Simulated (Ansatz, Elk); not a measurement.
# Bonding as seen by X-rays: TiNiCl6

The structure of TiNiCl6 used here is made up (a known structure type with other elements) and was relaxed beforehand with PBEsol. The aim is the Fourier transform of its all-electron density, F(hkl), set beside the sum over free spherical atoms that refinements use.

Program: Elk 11.2.3 (patched build). Level of theory: DFT, PBE, all-electron APW+lo, Dirac cores, scalar-relativistic bands, static density, ferromagnetic start. Results are calculated unless marked as measured.

The structure was built from a prototype and need not be the compound's stable phase.

**1. The structure**

It takes space group R-3 (No. 148, trigonal). The conventional cell has a = 5.917 Å, b = 5.917 Å, c = 15.986 Å, α = 90.00°, β = 90.00°, γ = 120.00°. Nearest to Ni lie 6 Cl at 2.35 Å. Ti has 6 Cl at 2.34 Å nearest. Nearest to Cl lie 1 Ti at 2.34 Å and 1 Ni at 2.35 Å. Farther neighbours and most contacts between anions are not listed.

**2. Ground state and structure factors**

An all-electron density is needed, since X-rays see the cores too. Task 0 finds the density and task 195 Fourier-transforms it; tshift is off so that phases refer to the origin typed.

File elk.in:

```
tasks
  0
  195
  196

xctype
  20

spinpol
  .true.

rgkmax
  7.0

gmaxvr
  14.0

lmaxo
  7

lmaxapw
  8

swidth
  0.002

tshift
  .false.

ramdisk
  .false.

hmaxvr
  5.5

maxscl
  120

epspot
  1e-06

reducebf
  0.8

sppath
  './'

avec
  5.59100699696 3.22796939503 10.06948739341
  -5.59100699696 3.22796939503 10.06948739341
  -0.00000000000 -6.45593878918 10.06948739369

atoms
  3
  'Ni.in'
  1
  0.5000000000 0.5000000000 0.5000000000   0.000000 0.000000 -0.070000
  'Ti.in'
  1
  -0.0000000000 -0.0000000000 0.0000000000   0.000000 0.000000 0.000000
  'Cl.in'
  6
  0.4009467787 0.0973325224 0.7510055905   0.000000 0.000000 0.000000
  0.0973325224 0.7510055905 0.4009467787   0.000000 0.000000 0.000000
  0.7510055905 0.4009467787 0.0973325224   0.000000 0.000000 0.000000
  0.5990532213 0.9026674776 0.2489944095   0.000000 0.000000 0.000000
  0.9026674776 0.2489944095 0.5990532213   0.000000 0.000000 0.000000
  0.2489944095 0.5990532213 0.9026674776   0.000000 0.000000 0.000000

ngridk
  4 4 4
```

Launch:

```
> OMP_NUM_THREADS=4 elk
```

Numbers of over 12 decimals in the logs are rounded to 6 here.

What it wrote:

```text
┌─────────────────────────┐
│ Elk code version 11.2.3 │
└─────────────────────────┘

All units are atomic (Hartree, Bohr, etc.)

┌─────────────────────────────────────────────────┐
│ Ground-state run starting from atomic densities │
└─────────────────────────────────────────────────┘

Lattice vectors :
   5.591006997       3.227969395       10.06948739
  -5.591006997       3.227969395       10.06948739
  -0.000000000      -6.455938789       10.06948739

Reciprocal lattice vectors :
  0.5619010413      0.3244137175      0.2079942127
 -0.5619010413      0.3244137175      0.2079942127
 -0.6483924286E-17 -0.6488274349      0.2079942127

Unit cell volume      :    1090.380452
Brillouin zone volume :   0.2274896005

Muffin-tin inner radius fraction :   0.1000000000E-01

Nuclei treated as point charges

Species : 1 (Ni)
 parameters loaded from : Ni.in
 name : nickel
 nuclear charge    :   -28.00000000
 electronic charge :    28.00000000
 atomic mass :    106991.5231
 muffin-tin radius :    2.349233183
 number of radial points in muffin-tin :    993
 inner part over the whole radius :   0.9850523177E-02
 number on inner part of muffin-tin    :    700
 approximate nuclear radius :   0.7325707712E-04
 number of mesh points to nuclear radius :    335
 atomic positions (lattice), magnetic fields (Cartesian) :
  1 :   0.50000000  0.50000000  0.50000000    0.00000000  0.00000000 -0.07000000

Species : 2 (Ti)
 parameters loaded from : Ti.in
 name : titanium
 nuclear charge    :   -22.00000000
 electronic charge :    22.00000000
 atomic mass :    87256.20317
 muffin-tin radius :    2.279306870
 number of radial points in muffin-tin :    993
 inner part over the whole radius :   0.9982480145E-02
 number on inner part of muffin-tin    :    698
 approximate nuclear radius :   0.6805665174E-04
 number of mesh points to nuclear radius :    326
 atomic positions (lattice), magnetic fields (Cartesian) :
  1 :   0.00000000  0.00000000  0.00000000    0.00000000  0.00000000  0.00000000

Species : 3 (Cl)
 parameters loaded from : Cl.in
 name : chlorine
 nuclear charge    :   -17.00000000
 electronic charge :    17.00000000
 atomic mass :    64626.86550
 muffin-tin radius :    2.045168634
 number of radial points in muffin-tin :    793
 inner part over the whole radius :   0.9827596785E-02
 number on inner part of muffin-tin    :    553
 approximate nuclear radius :   0.6305718926E-04
 number of mesh points to nuclear radius :    254
 atomic positions (lattice), magnetic fields (Cartesian) :
  1 :   0.40094678  0.09733252 -0.24899441    0.00000000  0.00000000  0.00000000
  2 :   0.09733252 -0.24899441  0.40094678    0.00000000  0.00000000  0.00000000
  3 :  -0.24899441  0.40094678  0.09733252    0.00000000  0.00000000  0.00000000
  4 :  -0.40094678 -0.09733252  0.24899441    0.00000000  0.00000000  0.00000000
  5 :  -0.09733252  0.24899441 -0.40094678    0.00000000  0.00000000  0.00000000
  6 :   0.24899441 -0.40094678 -0.09733252    0.00000000  0.00000000  0.00000000

Total number of atoms per unit cell :    8
Total muffin-tin volume :    318.9045894
 ratio of muffin-tin to unit cell volume :   0.2924709341

Spin treatment :
 spin-polarised
 global magnetic field (Cartesian) :    0.000000000       0.000000000       0.000000000
 collinear magnetisation in z-direction

Number of Bravais lattice symmetries :   12
Number of crystal symmetries         :    6
Crystal has inversion symmetry
Real symmetric eigensolver will be used

k-point grid :      4     4     4
k-point offset :    0.000000000       0.000000000       0.000000000
k-point set is reduced with full crystal symmetry group
Total number of k-points :       14

Muffin-tin radius times maximum |G+k| :    7.000000000
 using average radius
Maximum |G+k| for APW functions       :    3.313697338
Maximum (1/2)|G+k|²                   :    5.490295023
Maximum |G| for potential and density :    14.00000000
Constant for pseudocharge density :    8
 order of it for each species :   15  15  15
[...]
[... loops 3 to 18 left out ...]

┌──────────────────┐
│ Loop number : 19 │
└──────────────────┘

Energies :
 Fermi                       :     0.107793
 sum of occupied eigenvalues :     -2942.9979690951
 electron kinetic            :      5190.6863037550
 core electron kinetic       :      4848.2095886356
 Coulomb                     :     -10059.693788899
 Coulomb potential           :     -7777.6291266322
 nuclear-nuclear             :     -754.32161186666
 electron-nuclear            :     -10849.726652499
 Hartree                     :      1544.3544754670
 Madelung                    :     -6170.8792255828
 xc potential                :     -355.98485009355
 xc effective B-field        :    -0.70290869031773E-01
 external B-field            :      0.000000
 exchange                    :     -268.63621169848
 correlation                 :     -6.315902
 electron entropic           :    -0.94657563850109E-05
 total energy                :     -5143.9596078946
 (external B-field energy excluded from total)

Density of states at Fermi energy :   0.2868049377
 (states/Hartree/unit cell)

Estimated indirect band gap :   0.2504818664E-01
 from k-point 3 to k-point 4
Estimated direct band gap   :   0.3008195755E-01
 at k-point 8

Charges :
 core                        :    82.00000000
 valence                     :    70.00000000
 interstitial                :    13.69014839
 muffin-tins (core leakage)
  species : 1 (Ni)
[...]
species : 2 (Ti)
[...]
species : 3 (Cl)
[...]
total in muffin-tins        :    138.3098516
 total calculated charge     :    151.9994161
 total charge                :    152.0000000
 error                       :   0.5838870088E-03

Moments :
 interstitial                :   0.1090177886
 muffin-tins
  species : 1 (Ni)
[...]
species : 2 (Ti)
[...]
species : 3 (Cl)
[...]
total in muffin-tins        :    1.890409780
 total moment                :    1.999427569

RMS change in Kohn-Sham potential (target) :   0.8218662775E-06 (  0.1000000000E-05)
Absolute change in total energy (target)   :   0.1824629180E-04 (  0.1000000000E-03)

Convergence targets achieved

┌──────────────────┐
│ Loop number : 20 │
└──────────────────┘

Energies :
 Fermi                       :     0.107793
 sum of occupied eigenvalues :     -2942.9979270448
 electron kinetic            :      5190.6863116823
 core electron kinetic       :      4848.2096007569
 Coulomb                     :     -10059.693765752
 Coulomb potential           :     -7777.6291219681
 nuclear-nuclear             :     -754.32161186666
 electron-nuclear            :     -10849.726612051
 Hartree                     :      1544.3544581657
 Madelung                    :     -6170.8792047675
 xc potential                :     -355.98482216629
 xc effective B-field        :    -0.70289535127409E-01
 external B-field            :      0.000000
 exchange                    :     -268.63620943623
 correlation                 :     -6.315902
 electron entropic           :    -0.94698123905871E-05
 total energy                :     -5143.9595746080
 (external B-field energy excluded from total)

Density of states at Fermi energy :   0.2869492580
 (states/Hartree/unit cell)

Estimated indirect band gap :   0.2504595971E-01
 from k-point 3 to k-point 4
Estimated direct band gap   :   0.3007957064E-01
 at k-point 8

Charges :
 core                        :    82.00000000
 valence                     :    70.00000000
 interstitial                :    13.69014758
 muffin-tins (core leakage)
  species : 1 (Ni)
[...]
species : 2 (Ti)
[...]
species : 3 (Cl)
[...]
atom 4                    :    15.22536538     (  0.4882200472E-04)
   atom 5                    :    15.22536538     (  0.4882200472E-04)
   atom 6                    :    15.22536538     (  0.4882200472E-04)
 total in muffin-tins        :    138.3098524
 total calculated charge     :    151.9994161
 total charge                :    152.0000000
 error                       :   0.5838869291E-03

Moments :
 interstitial                :   0.1090190648
 muffin-tins
  species : 1 (Ni)
[...]
species : 2 (Ti)
[...]
species : 3 (Cl)
[...]
atom 4                    :   0.7205903859E-01
   atom 5                    :   0.7205903859E-01
   atom 6                    :   0.7205903859E-01
 total in muffin-tins        :    1.890408192
 total moment                :    1.999427257

┌──────────────────────────────┐
│ Self-consistent loop stopped │
└──────────────────────────────┘

Warning : core states of species 1 leak from the muffin-tin :   0.3547360596E-03

Wrote STATE.OUT
```

Wall time 6 min (4 threads of Arm Neoverse V2, shared host); peak memory 0.59 GiB.

SFACRHO.OUT:

```text

h k l indices transformed by vhmat matrix:
   1.000000000       0.000000000       0.000000000    
   0.000000000       1.000000000       0.000000000    
   0.000000000       0.000000000       1.000000000    

      h      k      l  multipl.   |H|            Re(F)            Im(F)           |F|

      0      0      0      1   0.0000000       152.00000      0.83691561E-17   152.00000    
     -1     -1     -1      2  0.62398264      -5.9428679     -0.75660343E-14   5.9428679    
      0     -1      0      6  0.68135059      -6.0125657      0.11349051E-13   6.0125657    
      0      1      1      6  0.77072914       48.737296      0.79945792E-14   48.737296    
     -1     -2     -1      6   1.0550652       36.630283      0.12294806E-13   36.630283    
      1     -1      0      6   1.1238021       1.3577022      0.12294806E-13   1.3577022    
      2      2      1      6   1.2257719      -6.6849664     -0.56745257E-14   6.6849664    
      2      2      2      2   1.2479653      -35.876851     -0.78778376E-13   35.876851    
     -1     -2      0      6   1.2854126      -69.793650      0.23643857E-13   69.793650    
      0      2      1      6   1.2854126       56.758853      0.42558943E-13   56.758853    
      1     -1     -1      6   1.3142183      -6.8678597     -0.26481120E-13   6.8678597    
      0     -2      0      6   1.3627012       29.540597      0.17023577E-13   29.540597    
      2      0      2      6   1.5414583       43.693451     -0.11349051E-13   43.693451    
      2      3      2      6   1.5939872      -6.4001248      0.35938663E-13   6.4001248    
     -1     -1     -3      6   1.6629636      -5.5554776     -0.41613188E-13   5.5554776    
      1      3      2      6   1.6793893       66.737466      0.22698103E-13   66.737466    
      2      3      1      6   1.6793893       65.507805      0.13240560E-13   65.507805    
      1     -2      0      6   1.7291908       2.3722140      0.89846657E-14   2.3722140
```

Elk indexes on the primitive cell of elk.in and gives |H| = 4π sin θ/λ in inverse bohr. Below, one row stands for each form hkl of the conventional cell (m members, Friedel mates merged), F is for one primitive cell and the density is static (no thermal factor). Free-atom factors are Waasmaier and Kirfel's, and R is Σm||F|−|F'||/Σm|F|.

| hkl | m | sin θ/λ (Å⁻¹) | abs F, DFT | neutral atoms | diff. | ions | diff. |
| --- | --- | --- | --- | --- | --- | --- | --- |
| 003 | 2 | 0.094 | 5.943 | 5.976 | -0.033 | 7.280 | -1.337 |
| 101 | 6 | 0.102 | 6.013 | 6.025 | -0.012 | 7.264 | -1.252 |
| 012 | 6 | 0.116 | 48.737 | 48.686 | +0.051 | 46.327 | +2.411 |
| 104 | 6 | 0.159 | 36.630 | 36.815 | -0.185 | 35.476 | +1.154 |
| 110 | 6 | 0.169 | 1.358 | 1.705 | -0.347 | 0.389 | +0.969 |
| 015 | 6 | 0.184 | 6.685 | 6.460 | +0.225 | 7.282 | -0.597 |
| 006 | 2 | 0.188 | 35.877 | 35.195 | +0.682 | 36.121 | -0.244 |
| 113 | 6 | 0.193 | 69.794 | 69.103 | +0.691 | 69.921 | -0.128 |
| 2 -1 3 | 6 | 0.193 | 56.759 | 56.500 | +0.259 | 55.755 | +1.004 |
| 021 | 6 | 0.198 | 6.868 | 6.631 | +0.237 | 7.393 | -0.526 |
| 202 | 6 | 0.205 | 29.541 | 29.843 | -0.302 | 29.247 | +0.293 |
| 024 | 6 | 0.232 | 43.694 | 43.641 | +0.053 | 43.241 | +0.452 |
| 107 | 6 | 0.240 | 6.400 | 6.195 | +0.205 | 6.773 | -0.373 |
| 205 | 6 | 0.250 | 5.556 | 5.441 | +0.115 | 5.979 | -0.423 |
| 2 -1 6 | 6 | 0.253 | 66.737 | 66.754 | -0.016 | 66.358 | +0.379 |
| 116 | 6 | 0.253 | 65.508 | 65.775 | -0.267 | 65.384 | +0.124 |
| 3 -1 1 | 6 | 0.260 | 2.372 | 2.439 | -0.067 | 1.903 | +0.469 |
| 211 | 6 | 0.260 | 14.662 | 14.390 | +0.273 | 14.845 | -0.182 |

The ions are Ti4+, Ni2+ and Cl−, by formal charge.

**3. The magnetisation density**

The same run holds the spin density, and task 196 transforms it. The order is that of the start, and no other was tried.

SFACMAG_1.OUT:

```text

h k l indices transformed by vhmat matrix:
   1.000000000       0.000000000       0.000000000    
   0.000000000       1.000000000       0.000000000    
   0.000000000       0.000000000       1.000000000    

      h      k      l  multipl.   |H|            Re(F)            Im(F)           |F|

      0      0      0      1   0.0000000       1.9994274      0.10015930E-17   1.9994274    
     -1     -1     -1      2  0.62398264      -1.2010483     -0.48211302E-15   1.2010483    
      0     -1      0      6  0.68135059      -1.2275399     -0.11267776E-15   1.2275399    
      0      1      1      6  0.77072914       1.3647875     -0.28608144E-15   1.3647875    
     -1     -2     -1      6   1.0550652       1.2168040      0.59109643E-15   1.2168040    
      1     -1      0      6   1.1238021       1.0353846      0.33249174E-16   1.0353846    
      2      2      1      6   1.2257719      -1.0932064      0.62803995E-15   1.0932064    
      2      2      2      2   1.2479653      0.88930119     -0.10194104E-14  0.88930119    
     -1     -2      0      6   1.2854126      -1.2730654     -0.29277745E-15   1.2730654    
      0      2      1      6   1.2854126     -0.87104329      0.50427914E-15  0.87104329    
      1     -1     -1      6   1.3142183      -1.1196846     -0.18841199E-15   1.1196846    
      0     -2      0      6   1.3627012       1.0319639      0.29924257E-15   1.0319639    
      2      0      2      6   1.5414583       1.0184478     -0.49134891E-15   1.0184478    
      2      3      2      6   1.5939872     -0.90661797      0.88387388E-15  0.90661797    
     -1     -1     -3      6   1.6629636     -0.84003805     -0.63958481E-15  0.84003805    
      1      3      2      6   1.6793893       1.0252526     -0.58093696E-15   1.0252526
```

The total moment is 2.00 μB a cell; sphere moments: Ni1 +1.40, Ti2 +0.06, Cl3 +0.07, Cl4 +0.07, Cl5 +0.07, Cl6 +0.07, Cl7 +0.07, Cl8 +0.07 μB. Polarised neutrons measure spin and orbital magnetisation together; without spin-orbit coupling the run gives the spin part:

```
   hkl  sin θ/λ (Å⁻¹)  abs F_M (μB)
   003          0.094         1.201
   101          0.102         1.228
   012          0.116         1.365
   104          0.159         1.217
   110          0.169         1.035
   015          0.184         1.093
   006          0.188         0.889
   113          0.193         1.273
2 -1 3          0.193         0.871
   021          0.198         1.120
   202          0.205         1.032
   024          0.232         1.018
   107          0.240         0.907
   205          0.250         0.840
```

**4. The highest occupied states alone**

An energy window below the Fermi level keeps the highest occupied states, to see at which angles they scatter; shallow core shells can lie inside it and anion s states outside. No new self-consistency is needed.

elk.in, as its differences from that of step 2:

```diff
@@ -1,5 +1,3 @@
 tasks
-  0
   195
-  196
 
@@ -44,2 +42,5 @@
 
+wsfac
+  -0.259700 0.407790
+
 sppath
```

Launch:

```
> OMP_NUM_THREADS=4 elk
```

What it wrote:

```text
┌─────────────────────────────────┐
│ Elk code version 11.2.3 started │
└─────────────────────────────────┘

Info(readinput): the functional depends on the density's gradient
 muffin-tin radial points multiplied by    2.00000
 (not where nrmtscf is given)

┌────────────────────┐
│ Current task : 195 │
└────────────────────┘
Info(checkmt): changed muffin-tin radius of species 1 (Ni) from   2.4000 to   2.3492
Info(checkmt): changed muffin-tin radius of species 2 (Ti) from   2.4000 to   2.2793
Info(checkmt): changed muffin-tin radius of species 3 (Cl) from   2.2000 to   2.0452

Info(sfacrho): density structure factors written to SFACRHO.OUT

 Energy window :  -0.2597000000      0.4077900000

┌──────────────────┐
│ Elk code stopped │
└──────────────────┘
```

Elapsed: 23 s, on 4 threads; peak memory 0.35 GiB.

States within 10 eV below the Fermi level hold 44.00 electrons; any levels below the window count with the cores. Their amplitudes can exceed the total, where window and core parts have opposite phase:

```
   hkl  sin θ/λ (Å⁻¹)  abs F, window  abs F, all
   003          0.094          5.990       5.943
   101          0.102          5.961       6.013
   012          0.116         10.434      48.737
   104          0.159          7.016      36.630
   110          0.169          0.489       1.358
   015          0.184          5.356       6.685
   006          0.188          4.905      35.877
   113          0.193         14.777      69.794
2 -1 3          0.193          4.360      56.759
   021          0.198          5.191       6.868
```

(Part 1 of 2 ends here.)

[Logs are printed without paths, hosts, clocks, repeated set-up lines and the standing remarks that a program may print on its own settings, such as how far it seeks lower states.]

[Hosts, paths, dates, database ids (printed as entryN), source tags and the programs' standing remarks are cut or masked in the printed files.]
